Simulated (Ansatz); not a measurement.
**Converging the field response of a BaZrO3 (001), ZrO2 faces film**

Aim: a convergence study of the equivalent conductor thickness of a BaZrO3 (001), ZrO2 faces film, with the cost of each setting.

Calculated with Ansatz 0.2.0; plane-wave DFT, PBE, Ansatz PAW, in the first sound run; inputs show where later runs differ.

Report form: inputs, costs, results and the conclusion, without the logs.

### 1. The structure

The cell holds 13 atoms: 3 Zr, 8 O and 2 Ba. Its edges and angles: a = 4.190 Å, b = 4.190 Å, c = 26.380 Å, α = 90.0°, β = 90.0°, γ = 90.0°. It derives from BaZrO3 (perovskite BaZrO3). Vacuum lies along c.

Structure file:

```cif
data_structure
_symmetry_space_group_name_H-M 'P 1'
_symmetry_Int_Tables_number 1
_cell_length_a 4.1900
_cell_length_b 4.1900
_cell_length_c 26.3800
_cell_angle_alpha 90.000
_cell_angle_beta 90.000
_cell_angle_gamma 90.000
_cell_volume 463.13
loop_
_atom_site_label
_atom_site_type_symbol
_atom_site_fract_x
_atom_site_fract_y
_atom_site_fract_z
_atom_site_occupancy
Zr1 Zr 0.50000 0.50000 0.34117 1
O2 O 0.00000 0.50000 0.34117 1
O3 O 0.50000 0.00000 0.34117 1
Ba4 Ba 0.00000 0.00000 0.42058 1
O5 O 0.50000 0.50000 0.42058 1
Zr6 Zr 0.50000 0.50000 0.50000 1
O7 O 0.00000 0.50000 0.50000 1
O8 O 0.50000 0.00000 0.50000 1
Ba9 Ba 0.00000 0.00000 0.57942 1
O10 O 0.50000 0.50000 0.57942 1
Zr11 Zr 0.50000 0.50000 0.65883 1
O12 O 0.00000 0.50000 0.65883 1
O13 O 0.50000 0.00000 0.65883 1
```

### 2. Run, setting first choice

The first choice: the default cutoff of 420 eV, a 6×6×1 mesh, 18 Å of vacuum, 0.1 V/Å and a tight threshold. Each later run changes one input against this one; other functionals and files bring their own cutoffs.

File input.yaml:

```yaml
crystal:
  lattice:
    - [4.19, 0.0, 0.0]
    - [0.0, 4.19, 0.0]
    - [0.0, 0.0, 26.38]
  atoms:
    - { symbol: Zr, position: [0.5, 0.5, 0.3411675512] }
    - { symbol: O, position: [0.0, 0.5, 0.3411675512] }
    - { symbol: O, position: [0.5, 0.0, 0.3411675512] }
    - { symbol: Ba, position: [0.0, 0.0, 0.4205837756] }
    - { symbol: O, position: [0.5, 0.5, 0.4205837756] }
    - { symbol: Zr, position: [0.5, 0.5, 0.5] }
    - { symbol: O, position: [0.0, 0.5, 0.5] }
    - { symbol: O, position: [0.5, 0.0, 0.5] }
    - { symbol: Ba, position: [0.0, 0.0, 0.5794162244] }
    - { symbol: O, position: [0.5, 0.5, 0.5794162244] }
    - { symbol: Zr, position: [0.5, 0.5, 0.6588324488] }
    - { symbol: O, position: [0.0, 0.5, 0.6588324488] }
    - { symbol: O, position: [0.5, 0.0, 0.6588324488] }
kpoints:
  mp_grid: { grid: [6, 6, 1] }
hamiltonian:
  xc: pbe
scf:
  occupations: { method: fixed }
  convergence: { dr2_threshold: 1.0e-10 }
efield:
  axis: 3
  dipole_correction: true
  ramp_position: 0.97
  ramp_width: 0.06
  amplitude: 0.1
output:
  write_potential: true
  write_density: true
  volumetric_format: npy
```

Launch:

```sh
ansatz run input.yaml --threads 4 --pin off --max-ram 6144MiB --backend cpu --events-out ev --progress --plain --runs-dir out
```

Wall time 14 s (4 threads of Intel Xeon Platinum 8488C (Sapphire Rapids), shared host); peak memory 1.1 GiB.

This step gave:

```
gap on the k-mesh                       : 2.398 eV
dipole along the normal                 : 0.08803 e·Å
equivalent conductor thickness p/(ε₀AE) : 9.073 Å
```

Running mean over 4.19 Å of the planar mean, with the applied field; the ramp of the sawtooth is left out. Electron's electrostatic potential energy less the highest filled level against z:

z (Å), electron's electrostatic potential energy less the highest filled level (eV) and a bar from the least value:
```
      3.5       3.76 ###########################
      4.0       3.81 ###########################
      4.5       3.86 ###########################
      5.0       3.90 ###########################
      5.5       3.91 ###########################
      6.0       3.80 ###########################
      6.5       3.11 #########################
      7.0       1.34 ####################
      7.5      -0.17 ################
      8.0      -0.78 ##############
      8.5      -1.55 ############
      9.0      -2.96 ########
      9.5      -4.36 ####
     10.0      -5.08 ##
     10.5      -5.36 #
     11.0      -5.50 
     11.5      -5.58 
     12.0      -5.62 
     12.5      -5.64 
     13.0      -5.64 
     13.5      -5.63 
     14.0      -5.61 
     14.5      -5.56 
     15.0      -5.49 
     15.5      -5.38 #
     16.0      -5.20 #
     16.5      -4.84 ##
     17.0      -3.93 #####
     17.5      -2.40 #########
     18.0      -1.09 #############
     18.5      -0.38 ###############
     19.0       0.43 #################
     19.5       2.21 #######################
     20.0       3.86 ###########################
     20.5       4.42 #############################
     21.0       4.57 #############################
     21.5       4.64 ##############################
     22.0       4.70 ##############################
     22.5       4.75 ##############################
     23.0       4.80 ##############################
```

The dipole corresponds to a conductor 9.073 Å thick.

### 3. Single point, box 26.4 Å

input.yaml, as its differences from that of step 2:

```diff
@@ -32,2 +32,4 @@
   amplitude: 0.1
+basis:
+  ecutwfc: "250 eV"
 output:
```

Wall time 6.9 s (4 threads); peak memory 0.69 GiB.

The dipole corresponds to a conductor 9.099 Å thick, +0.29 % from the first choice, at 0.46 times its CPU time.

### 4. Run, box 26.4 Å

input.yaml, as its differences from that of step 3:

```diff
@@ -33,3 +33,3 @@
 basis:
-  ecutwfc: "250 eV"
+  ecutwfc: "330 eV"
 output:
```

Run time: 9.3 s. Hardware: 4 threads; peak memory 0.85 GiB; 33 s of CPU time.

The dipole corresponds to a conductor 9.076 Å thick, +0.03 % from the first choice, at 0.65 times its CPU time.

### 5. Run, box 26.4 Å (run 2)

input.yaml, as its differences from that of step 4:

```diff
@@ -33,3 +33,3 @@
 basis:
-  ecutwfc: "330 eV"
+  ecutwfc: "600 eV"
 output:
```

The job ended after 23 s (4 threads; peak memory 1.6 GiB).

The dipole corresponds to a conductor 9.074 Å thick, +0.01 % from the first choice, at 1.6 times its CPU time.

### 6. Run, box 26.4 Å (run 3)

input.yaml, as its differences from that of step 5:

```diff
@@ -20,3 +20,3 @@
 kpoints:
-  mp_grid: { grid: [6, 6, 1] }
+  mp_grid: { grid: [1, 1, 1] }
 hamiltonian:
@@ -32,4 +32,2 @@
   amplitude: 0.1
-basis:
-  ecutwfc: "600 eV"
 output:
```

Wall time 2.4 s (4 threads); peak memory 0.53 GiB; 7 s of CPU time.

The dipole corresponds to a conductor 10.496 Å thick, +15.68 % from the first choice, at 0.14 times its CPU time.

### 7. Run, box 26.4 Å (run 4)

input.yaml, as its differences from that of step 6:

```diff
@@ -20,3 +20,3 @@
 kpoints:
-  mp_grid: { grid: [1, 1, 1] }
+  mp_grid: { grid: [2, 2, 1] }
 hamiltonian:
```

Run time: 3.5 s. Hardware: 4 threads; peak memory 0.84 GiB.

The dipole corresponds to a conductor 9.157 Å thick, +0.92 % from the first choice, at 0.23 times its CPU time.

### 8. Run, box 26.4 Å (run 5)

input.yaml, as its differences from that of step 7:

```diff
@@ -20,3 +20,3 @@
 kpoints:
-  mp_grid: { grid: [2, 2, 1] }
+  mp_grid: { grid: [3, 3, 1] }
 hamiltonian:
```

Elapsed: 5.3 s, on 4 threads; peak memory 0.77 GiB.

The dipole corresponds to a conductor 9.082 Å thick, +0.10 % from the first choice, at 0.37 times its CPU time.

### 9. Single point, box 26.4 Å (run 2)

input.yaml, as its differences from that of step 8:

```diff
@@ -20,3 +20,3 @@
 kpoints:
-  mp_grid: { grid: [3, 3, 1] }
+  mp_grid: { grid: [12, 12, 1] }
 hamiltonian:
```

The job ended after 34 s (4 threads; peak memory 1.5 GiB).

The dipole corresponds to a conductor 9.073 Å thick, -0.00 % from the first choice, at 2.5 times its CPU time.

### 10. Run, box 18.4 Å

The cell differs from the one that the last finished run ended in (c 26.380 → 18.380 Å).

input.yaml, the sections that differ from step 9:

```yaml
crystal:
  lattice:
    - [4.19, 0.0, 0.0]
    - [0.0, 4.19, 0.0]
    - [0.0, 0.0, 18.38]
  atoms:
    - { symbol: Zr, position: [0.5, 0.5, 0.2720348205] }
    - { symbol: O, position: [0.0, 0.5, 0.2720348205] }
    - { symbol: O, position: [0.5, 0.0, 0.2720348205] }
    - { symbol: Ba, position: [0.0, 0.0, 0.3860174102] }
    - { symbol: O, position: [0.5, 0.5, 0.3860174102] }
    - { symbol: Zr, position: [0.5, 0.5, 0.5] }
    - { symbol: O, position: [0.0, 0.5, 0.5] }
    - { symbol: O, position: [0.5, 0.0, 0.5] }
    - { symbol: Ba, position: [0.0, 0.0, 0.6139825898] }
    - { symbol: O, position: [0.5, 0.5, 0.6139825898] }
    - { symbol: Zr, position: [0.5, 0.5, 0.7279651795] }
    - { symbol: O, position: [0.0, 0.5, 0.7279651795] }
    - { symbol: O, position: [0.5, 0.0, 0.7279651795] }
kpoints:
  mp_grid: { grid: [6, 6, 1] }
# hamiltonian, scf, efield, output: as in step 9
```

Elapsed: 8.4 s, on 4 threads; peak memory 0.82 GiB; 31 s of CPU time.

The dipole corresponds to a conductor 9.065 Å thick, -0.09 % from the first choice, at 0.60 times its CPU time.

### 11. Single point, box 22.4 Å

The cell differs from the one that the last finished run ended in (c 18.380 → 22.380 Å).

input.yaml, the sections that differ from step 10:

```yaml
crystal:
  lattice:
    - [4.19, 0.0, 0.0]
    - [0.0, 4.19, 0.0]
    - [0.0, 0.0, 22.38]
  atoms:
    - { symbol: Zr, position: [0.5, 0.5, 0.3127792672] }
    - { symbol: O, position: [0.0, 0.5, 0.3127792672] }
    - { symbol: O, position: [0.5, 0.0, 0.3127792672] }
    - { symbol: Ba, position: [0.0, 0.0, 0.4063896336] }
    - { symbol: O, position: [0.5, 0.5, 0.4063896336] }
    - { symbol: Zr, position: [0.5, 0.5, 0.5] }
    - { symbol: O, position: [0.0, 0.5, 0.5] }
    - { symbol: O, position: [0.5, 0.0, 0.5] }
    - { symbol: Ba, position: [0.0, 0.0, 0.5936103664] }
    - { symbol: O, position: [0.5, 0.5, 0.5936103664] }
    - { symbol: Zr, position: [0.5, 0.5, 0.6872207328] }
    - { symbol: O, position: [0.0, 0.5, 0.6872207328] }
    - { symbol: O, position: [0.5, 0.0, 0.6872207328] }
# kpoints, hamiltonian, scf, efield, output: as in step 10
```

It took 9.8 s on 4 threads; peak memory 0.96 GiB.

The dipole corresponds to a conductor 9.074 Å thick, +0.00 % from the first choice, at 0.72 times its CPU time.

### 12. Single point, box 34.4 Å

The cell differs from the one that the last finished run ended in (c 22.380 → 34.380 Å).

input.yaml, the sections that differ from step 11:

```yaml
crystal:
  lattice:
    - [4.19, 0.0, 0.0]
    - [0.0, 4.19, 0.0]
    - [0.0, 0.0, 34.38]
  atoms:
    - { symbol: Zr, position: [0.5, 0.5, 0.3781268179] }
    - { symbol: O, position: [0.0, 0.5, 0.3781268179] }
    - { symbol: O, position: [0.5, 0.0, 0.3781268179] }
    - { symbol: Ba, position: [0.0, 0.0, 0.439063409] }
    - { symbol: O, position: [0.5, 0.5, 0.439063409] }
    - { symbol: Zr, position: [0.5, 0.5, 0.5] }
    - { symbol: O, position: [0.0, 0.5, 0.5] }
    - { symbol: O, position: [0.5, 0.0, 0.5] }
    - { symbol: Ba, position: [0.0, 0.0, 0.560936591] }
    - { symbol: O, position: [0.5, 0.5, 0.560936591] }
    - { symbol: Zr, position: [0.5, 0.5, 0.6218731821] }
    - { symbol: O, position: [0.0, 0.5, 0.6218731821] }
    - { symbol: O, position: [0.5, 0.0, 0.6218731821] }
# kpoints, hamiltonian, scf, efield, output: as in step 11
```

Run time: 16 s. Hardware: 4 threads; peak memory 1.3 GiB; 58 s of CPU time.

The dipole corresponds to a conductor 9.073 Å thick, -0.01 % from the first choice, at 1.1 times its CPU time.

### 13. Run, box 26.4 Å (run 6)

File input.yaml:

```yaml
crystal:
  lattice:
    - [4.19, 0.0, 0.0]
    - [0.0, 4.19, 0.0]
    - [0.0, 0.0, 26.38]
  atoms:
    - { symbol: Zr, position: [0.5, 0.5, 0.3411675512] }
    - { symbol: O, position: [0.0, 0.5, 0.3411675512] }
    - { symbol: O, position: [0.5, 0.0, 0.3411675512] }
    - { symbol: Ba, position: [0.0, 0.0, 0.4205837756] }
    - { symbol: O, position: [0.5, 0.5, 0.4205837756] }
    - { symbol: Zr, position: [0.5, 0.5, 0.5] }
    - { symbol: O, position: [0.0, 0.5, 0.5] }
    - { symbol: O, position: [0.5, 0.0, 0.5] }
    - { symbol: Ba, position: [0.0, 0.0, 0.5794162244] }
    - { symbol: O, position: [0.5, 0.5, 0.5794162244] }
    - { symbol: Zr, position: [0.5, 0.5, 0.6588324488] }
    - { symbol: O, position: [0.0, 0.5, 0.6588324488] }
    - { symbol: O, position: [0.5, 0.0, 0.6588324488] }
kpoints:
  mp_grid: { grid: [6, 6, 1] }
hamiltonian:
  xc: pbe
scf:
  occupations: { method: fixed }
  convergence: { dr2_threshold: 1.0e-10 }
efield:
  axis: 3
  dipole_correction: true
  ramp_position: 0.97
  ramp_width: 0.06
  amplitude: 0.005
output:
  write_potential: true
  write_density: true
  volumetric_format: npy
```

Elapsed: 13 s, on 4 threads; peak memory 1.1 GiB.

The dipole corresponds to a conductor 9.073 Å thick, +0.00 % from the first choice, at 0.90 times its CPU time.

### 14. Single point, box 26.4 Å (run 3)

input.yaml, as its differences from that of step 13:

```diff
@@ -31,3 +31,3 @@
   ramp_width: 0.06
-  amplitude: 0.005
+  amplitude: 0.03
 output:
```

Wall time 12 s (4 threads); peak memory 1.1 GiB.

The dipole corresponds to a conductor 9.073 Å thick, -0.00 % from the first choice, at 0.88 times its CPU time.

### 15. Run, box 26.4 Å (run 7)

input.yaml, as its differences from that of step 14:

```diff
@@ -31,3 +31,3 @@
   ramp_width: 0.06
-  amplitude: 0.03
+  amplitude: 0.3
 output:
```

Wall time 13 s (4 threads); peak memory 1.1 GiB; 49 s of CPU time.

The dipole corresponds to a conductor 9.078 Å thick, +0.05 % from the first choice, at 0.95 times its CPU time.

### 16. Single point, box 26.4 Å (run 4)

input.yaml, as its differences from that of step 15:

```diff
@@ -25,3 +25,3 @@
   occupations: { method: fixed }
-  convergence: { dr2_threshold: 1.0e-10 }
+  convergence: { dr2_threshold: 0.0001 }
 efield:
@@ -31,3 +31,3 @@
   ramp_width: 0.06
-  amplitude: 0.3
+  amplitude: 0.1
 output:
```

The job ended after 12 s (4 threads; peak memory 1.1 GiB).

The dipole corresponds to a conductor 9.017 Å thick, -0.63 % from the first choice, at 0.88 times its CPU time.

(Part 1 of 2 ends here.)

[Long decimals in the printed logs are rounded to 6 places.]

[Logs are printed without paths, hosts, clocks, repeated set-up lines and the standing remarks that a program may print on its own settings, such as how far it seeks lower states.]

[Hosts, paths, dates, database ids (printed as entryN), source tags and the programs' standing remarks are cut or masked in the printed files.]

[Maps of the electrostatic potential energy from Ansatz leave out the sawtooth potential of an applied field or a dipole correction, so their vacuum need not be flat; planar profiles and work functions include it.]
